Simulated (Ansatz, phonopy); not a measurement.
# How SiC (Moissanite 3C, F-43m) expands on warming

Wanted: α(T), C_P(T) and B(T) of SiC (Moissanite 3C) in the quasi-harmonic approximation.

Method: DFT RPBE, scalar-relativistic, plane waves, PAW, in Ansatz 0.2.0.

Report form: the programs' logs are mostly left out.

## (1) Starting point

Symmetry: F-43m, No. 216, cubic system. The conventional cell has a = 4.358 Å, b = 4.358 Å, c = 4.358 Å, α = 90.00°, β = 90.00°, γ = 90.00°. Nearest to Si lie 4 C at 1.89 Å. Nearest to C lie 4 Si at 1.89 Å. Farther neighbours are not listed.

## (2) A first coarse run

A cheap single point shows whether the cell is a metal or an insulator and how far it is from rest; that sets the k-mesh and the occupations of what follows.

File input.yaml:

```yaml
crystal:
  lattice:
    - [0.0, 2.179, 2.179]
    - [2.179, 0.0, 2.179]
    - [2.179, 2.179, 0.0]
  atoms:
    - { symbol: Si, position: [0.0, 0.0, 0.0] }
    - { symbol: C, position: [0.25, 0.25, 0.25] }
kpoints:
  mp_grid: { grid: [8, 8, 8] }
hamiltonian:
  xc: rpbe
scf:
  occupations: { method: gaussian, width: 0.1 }
output:
  forces: true
  stress: true
  eigenvalues: true
```

Started as:

```console
$ ansatz run input.yaml --threads 4 --pin off --max-ram 8192MiB --backend cpu --events-out ev --progress --plain --runs-dir out
```

Run time: 0.3 s. Hardware: 4 threads of Arm Neoverse V2, shared host; peak memory 0.25 GiB; 0.77 s of CPU time.

Numbers from this step:

```yaml
pressure: 6.538 GPa
gap_on_the_k_mesh: 1.370 eV
volume_per_atom: 10.35 Å³
```

The start is under 6.5 GPa at this level and looks like an insulator or semiconductor on this mesh.

## (3) Relaxation

The vibrations must be taken about the equilibrium of this functional, not about the starting cell, so the structure is relaxed.

input.yaml, the sections that differ from step 2:

```yaml
kpoints:
  mp_grid: { grid: [10, 10, 10] }
scf:
  occupations: { method: gaussian, width: 0.02 }
relax:
  adjacent_minimum: "off"
  f_tol: 0.005
  max_steps: 80
  cell: { stress_tol: 0.05 }
# crystal, hamiltonian, output: as in step 2
```

It took 2.3 s on 4 threads; peak memory 0.29 GiB; 7.6 s of CPU time.

The steps of the relaxation:

```tsv
step	energy less that of the first step (eV)	largest force component (eV/Å)	pressure (GPa)	volume (Å³)
1	0.0000	0.0000	6.54	20.69
2	-0.0091	0.0000	3.01	21.02
3	-0.0115	0.0000	0.12	21.30
4	-0.0115	0.0000	0.00	21.31
5*	-0.0125	0.0000	0.09	21.31
6	-0.0125	0.0000	0.00	21.32
7*	-0.0125	0.0000	0.00	21.32
```

Relaxation steps marked * repeat the geometry before them on a plane-wave basis chosen anew for their cell, so energy and pressure can jump there.

The run keeps the 24 symmetry operations that it works with, so distortions that break them were not tested.

```tsv
conventional cell, symmetrised	before	after	change
a (Å)	4.358	4.402	+1.0 %
b (Å)	4.358	4.402	+1.0 %
c (Å)	4.358	4.402	+1.0 %
volume (Å³/atom)	10.35	10.66	+3.0 %
```

Final coordinates:

```
Si C
1.0
     0.00000    2.20089    2.20089
     2.20089    0.00000    2.20089
     2.20089    2.20089    0.00000
Si C
1 1
Direct
  0.00000 0.00000 0.00000
  0.25000 0.25000 0.25000
```

This step gave:

- pressure: 4.49e-4 GPa
- gap on the k-mesh: 1.399 eV
- volume per atom: 10.66 Å³

The relaxation ends with a pressure of 0.00 GPa.

## (4) Relaxing to small residual forces and stress

The relaxation is repeated with tighter thresholds on force and stress, since phonons are sensitive to what is left; a change of mesh or smearing in the input moves the cell too.

File input.yaml:

```yaml
crystal:
  lattice:
    - [0.0, 2.2008869856, 2.2008869856]
    - [2.2008869856, 0.0, 2.2008869856]
    - [2.2008869856, 2.2008869856, 0.0]
  atoms:
    - { symbol: Si, position: [0.0, 0.0, 0.0] }
    - { symbol: C, position: [0.25, 0.25, 0.25] }
kpoints:
  mp_grid: { grid: [12, 12, 12] }
hamiltonian:
  xc: rpbe
scf:
  occupations: { method: fixed }
output:
  forces: true
  stress: true
  eigenvalues: true
relax:
  adjacent_minimum: "off"
  f_tol: 0.001
  max_steps: 60
  cell: { stress_tol: 0.01 }
```

Elapsed: 1 s, on 4 threads; peak memory 0.29 GiB; 3.4 s of CPU time.

Little changed from the start: no atom moved by 0.005 Å and no cell edge by 0.1 %.

This step gave:

* pressure: -0.001851 GPa

The residual pressure is -0.0019 GPa, small enough for phonons.

## (5) The quasi-harmonic study

The study relaxes the crystal at several strains, solves the phonons on some of them and minimises the free energy at each temperature (static energy, vibrations, the electrons in a metal, and PV under a set pressure); the q-mesh sets how far the force constants reach.

input.yaml, the sections that differ from step 4:

```yaml
output:
  eigenvalues: true
phonons:
  method: dfpt
  qmesh: [4, 4, 4]
  temperatures: { t_max: 1200.0, t_step: 50 }
  thermal_expansion: {}
# crystal, kpoints, hamiltonian, scf: as in step 4
# relax: removed
```

Run time: 5.3 min. Hardware: 4 threads; peak memory 1.1 GiB.

This step gave:

```
pressure                                         : -0.003360 GPa
volume expansion coefficient at 298 K            : 8.231 1e-6/K
C_P at 298 K                                     : 14 J/mol-atom/K
entropy at 298 K                                 : 8.880 J/mol-atom/K
isothermal bulk modulus at 298 K                 : 200.1 GPa
Grüneisen parameter at 298 K                     : 0.7635
volume at 298 K                                  : 10.76 Å³/atom
principal linear expansion coefficients at 298 K : 2.744, 2.744, 2.744 1e-6/K
```

Strained cells of the study; zero-point energy where phonons were solved; the pressures are stresses at a fixed cutoff and can carry an offset from the finite basis. Expansion cells, by row:

```tsv
cell	|a| (Å)	|b| (Å)	|c| (Å)	V (Å³/atom)	E - E_lowest (meV/atom)	pressure, compression positive (GPa)	gap (eV)	zero-point energy (meV/atom)
1	3.113	3.113	3.113	10.66	0	-0.009	1.399	-
2	3.137	3.137	3.137	10.92	3.853	-4.695	1.421	-
3	3.088	3.088	3.088	10.41	3.964	5.142	1.376	-
4	3.113	3.113	3.113	10.66	0	-0.044	1.399	106.9
5	3.128	3.128	3.128	10.82	1.555	-3.028	1.413	105.2
6	3.123	3.123	3.123	10.77	0.748	-2.119	1.409	105.7
7	3.134	3.134	3.134	10.88	2.92	-4.11	1.419	104.6
8	3.145	3.145	3.145	11	6.487	-6.018	1.428	103.5
9	3.082	3.082	3.082	10.35	6.168	6.477	1.371	-
10	3.097	3.097	3.097	10.5	1.508	3.122	1.385	-
11	3.161	3.161	3.161	11.17	14.39	-8.731	1.442	-
```

Quasi-harmonic; a, b, c are the run's own cell vectors. Expansion, by row:

```tsv
T (K)	a (Å)	b (Å)	c (Å)	alpha (deg)	beta (deg)	gamma (deg)	cell volume (Å³/cell)	alpha_a (1e-6/K)	alpha_b (1e-6/K)	alpha_c (1e-6/K)	alpha_V (1e-6/K)	C_P (J/mol-atom/K)	C_V (J/mol-atom/K)	S (J/mol-atom/K)	B_T (GPa)	B_S (GPa)	Grueneisen	extrapolation	fit error (1e-6/K)
0	3.121	3.121	3.121	60	60	60	21.5	0	0	0	0	0	0	0	201.3	201.3	-	0	0
50	3.121	3.121	3.121	60	60	60	21.5	0.02	0.02	0.02	0.07	0.276	0.276	0.079	201.3	201.3	0.337	0	0
100	3.121	3.121	3.121	60	60	60	21.5	0.24	0.24	0.24	0.72	2.361	2.361	0.8	201.3	201.3	0.395	0	0
150	3.121	3.121	3.121	60	60	60	21.5	0.73	0.73	0.73	2.18	5.485	5.485	2.335	201.2	201.2	0.517	0	0
200	3.121	3.121	3.121	60	60	60	21.5	1.4	1.4	1.4	4.21	8.704	8.7	4.358	200.9	201	0.63	0	0
250	3.122	3.122	3.122	60	60	60	21.51	2.12	2.12	2.12	6.36	11.63	11.62	6.622	200.5	200.8	0.711	0	0
298.1	3.122	3.122	3.122	60	60	60	21.52	2.74	2.74	2.74	8.23	14	13.97	8.879	200.1	200.4	0.763	0	0
300	3.122	3.122	3.122	60	60	60	21.52	2.77	2.77	2.77	8.3	14.08	14.05	8.966	200.1	200.4	0.765	0	0
350	3.122	3.122	3.122	60	60	60	21.53	3.31	3.31	3.31	9.93	16.06	16.01	11.29	199.5	200.1	0.802	0	0.01
400	3.123	3.123	3.123	60	60	60	21.54	3.75	3.75	3.75	11.26	17.62	17.56	13.54	198.9	199.7	0.827	0	0.01
450	3.124	3.124	3.124	60	60	60	21.55	4.11	4.11	4.11	12.34	18.86	18.78	15.69	198.3	199.2	0.845	0	0.01
500	3.124	3.124	3.124	60	60	60	21.56	4.4	4.4	4.4	13.21	19.85	19.74	17.73	197.6	198.8	0.859	0	0.01
550	3.125	3.125	3.125	60	60	60	21.58	4.64	4.64	4.64	13.93	20.65	20.51	19.66	197	198.3	0.869	0	0.01
600	3.126	3.126	3.126	60	60	60	21.59	4.84	4.84	4.84	14.52	21.29	21.13	21.49	196.3	197.8	0.877	0	0.01
650	3.126	3.126	3.126	60	60	60	21.61	5.01	5.01	5.01	15.02	21.82	21.63	23.21	195.6	197.3	0.884	0	0.01
700	3.127	3.127	3.127	60	60	60	21.63	5.15	5.15	5.15	15.45	22.26	22.05	24.85	194.9	196.8	0.889	0	0.01
750	3.128	3.128	3.128	60	60	60	21.64	5.27	5.27	5.27	15.82	22.63	22.39	26.4	194.2	196.2	0.894	0	0.01
800	3.129	3.129	3.129	60	60	60	21.66	5.38	5.38	5.38	16.14	22.95	22.68	27.87	193.5	195.7	0.898	0	0.01
850	3.13	3.13	3.13	60	60	60	21.68	5.47	5.47	5.47	16.42	23.21	22.93	29.27	192.8	195.2	0.901	0	0
900	3.131	3.131	3.131	60	60	60	21.7	5.56	5.56	5.56	16.67	23.45	23.13	30.6	192	194.7	0.904	0	0
950	3.132	3.132	3.132	60	60	60	21.71	5.63	5.63	5.63	16.9	23.65	23.31	31.87	191.3	194.1	0.907	0	0.01
1000	3.132	3.132	3.132	60	60	60	21.73	5.7	5.7	5.7	17.11	23.83	23.46	33.09	190.6	193.6	0.909	0	0.01
1050	3.133	3.133	3.133	60	60	60	21.75	5.77	5.77	5.77	17.3	23.99	23.6	34.26	189.9	193	0.912	0	0.01
1100	3.134	3.134	3.134	60	60	60	21.77	5.83	5.83	5.83	17.48	24.13	23.72	35.38	189.1	192.4	0.914	0	0.01
1150	3.135	3.135	3.135	60	60	60	21.79	5.88	5.88	5.88	17.64	24.26	23.82	36.45	188.4	191.9	0.916	0	0.02
1200	3.136	3.136	3.136	60	60	60	21.81	5.93	5.93	5.93	17.8	24.38	23.91	37.49	187.7	191.3	0.918	0	0.02
```

The expansion coefficient by temperature; values in 1e-6/K:

```tsv
temperature (K)	volume	principal 1
0	0	0
50	0.07	0.02
100	0.72	0.24
150	2.18	0.73
200	4.21	1.4
250	6.36	2.12
298	8.23	2.74
300	8.3	2.77
350	9.93	3.31
400	11.3	3.75
450	12.3	4.11
500	13.2	4.4
550	13.9	4.64
600	14.5	4.84
650	15.0	5.01
700	15.4	5.15
750	15.8	5.27
800	16.1	5.38
850	16.4	5.47
900	16.7	5.56
950	16.9	5.63
1000	17.1	5.7
1050	17.3	5.77
1100	17.5	5.83
1150	17.6	5.88
1200	17.8	5.93
```

At 298 K the volume expansion is 8.23 × 10⁻⁶/K and B_T is 200 GPa. The program raised the cutoff to 487.2 eV by itself: with no cutoff typed, the study takes about 1.16 times the default for its relaxations and scales it with the volume for the phonons.

## (6) Quasi-harmonic fit by phonopy

This step: DFT RPBE, scalar-relativistic, plane waves, PAW (phonopy 4.10.0).

Numbers from this step:

| Property | Result |
| --- | --- |
| volume expansion coefficient at 300 K | 8.24 1e-6/K |
| isothermal bulk modulus at 300 K | 200.1 GPa |
| C_P at 300 K | 14.04 J/mol-atom/K |
| Grüneisen parameter at 300 K | 0.76 |

The energy (each curve on its own zero) by volume; values in meV/atom:

```tsv
volume (Å³/atom)	static	F at 0 K	F at 300 K	F at 1200 K
10.663	0	1.71	1.9	4.6
10.773	0.75	1.31	1.37	2.28
10.823	1.55	1.6	1.6	1.69
10.885	2.92	2.33	2.27	1.35
10.998	6.49	4.76	4.56	1.79
```

Phonopy-qha, vinet fit of F(V) at each temperature. Qha vinet, by row:

```tsv
T (K)	fitted volume (Å³/atom)	alpha_V (1e-6/K)	B_T (GPa)	C_P (J/mol-atom/K)	Grueneisen
100	10.75	0.85	201.4	2.304	0.4711
150	10.75	2.27	201.2	5.411	0.5398
200	10.75	4.23	201	8.639	0.6323
250	10.75	6.32	200.6	11.57	0.7069
300	10.76	8.24	200.1	14.04	0.7603
350	10.76	9.87	199.6	16.04	0.7976
400	10.77	11.21	199	17.61	0.8239
450	10.78	12.3	198.3	18.86	0.8429
500	10.78	13.18	197.7	19.86	0.8571
550	10.79	13.91	197	20.65	0.8679
600	10.8	14.51	196.3	21.3	0.8764
650	10.81	15.01	195.6	21.83	0.8832
700	10.81	15.44	194.9	22.27	0.8888
750	10.82	15.81	194.2	22.64	0.8935
800	10.83	16.13	193.5	22.95	0.8975
850	10.84	16.42	192.8	23.22	0.901
900	10.85	16.67	192	23.45	0.904
950	10.86	16.9	191.3	23.66	0.9068
1000	10.87	17.11	190.6	23.84	0.9093
1050	10.88	17.3	189.8	24	0.9115
1100	10.89	17.48	189.1	24.14	0.9136
```

Table of volume expansion coefficient by temperature; values in 1e-6/K:

```tsv
temperature (K)	phonopy-qha, Vinet	Ansatz's own study
100	0.85	0.72
150	2.27	2.18
200	4.23	4.21
250	6.32	6.36
300	8.24	8.3
350	9.87	9.93
400	11.2	11.3
450	12.3	12.3
500	13.2	13.2
550	13.9	13.9
600	14.5	14.5
650	15.0	15.0
700	15.4	15.4
750	15.8	15.8
800	16.1	16.1
850	16.4	16.4
900	16.7	16.7
950	16.9	16.9
1000	17.1	17.1
1050	17.3	17.3
1100	17.5	17.5
```

The fit gives a volume expansion of 8.24 × 10⁻⁶/K at 300 K, against 8.23 at 298 K from the study itself, whose static fit uses more cells.

## (7) Summary of results

| Property | Result |
| --- | --- |
| settings of these figures | RPBE, 487.2 eV, k 12×12×12, q 4×4×4 |
| volume expansion coefficient at 298 K | 8.231 1e-6/K |
| C_P at 298 K | 14 J/mol-atom/K |
| entropy at 298 K | 8.880 J/mol-atom/K |
| isothermal bulk modulus at 298 K | 200.1 GPa |
| Grüneisen parameter at 298 K | 0.7635 |
| volume at 298 K | 10.76 Å³/atom |
| principal linear expansion coefficients at 298 K | 2.744, 2.744, 2.744 1e-6/K |

What this shows: Near room temperature SiC (Moissanite 3C) expands by 8.23 × 10⁻⁶/K in volume by RPBE, with C_P = 14 J/(mol K) per mole of atoms and B_T = 200 GPa. C_P at room temperature is 56 % of the classical 3R an atom, so the stiffest modes are still partly frozen out. The interpolation has no quadrupole term, so branches near the zone centre are less sure, since this crystal has sites that are not centres of inversion. The PAW files were made for PBE and are used here under another functional, for which the program regenerates the frozen cores.

[Logs are printed without paths, hosts, clocks, repeated set-up lines and the standing remarks that a program may print on its own settings, such as how far it seeks lower states.]

[Hosts, paths, dates, database ids (printed as entryN), source tags and the programs' standing remarks are cut or masked in the printed files.]

[A step with changed settings may run another functional than the one named; its input shows which.]
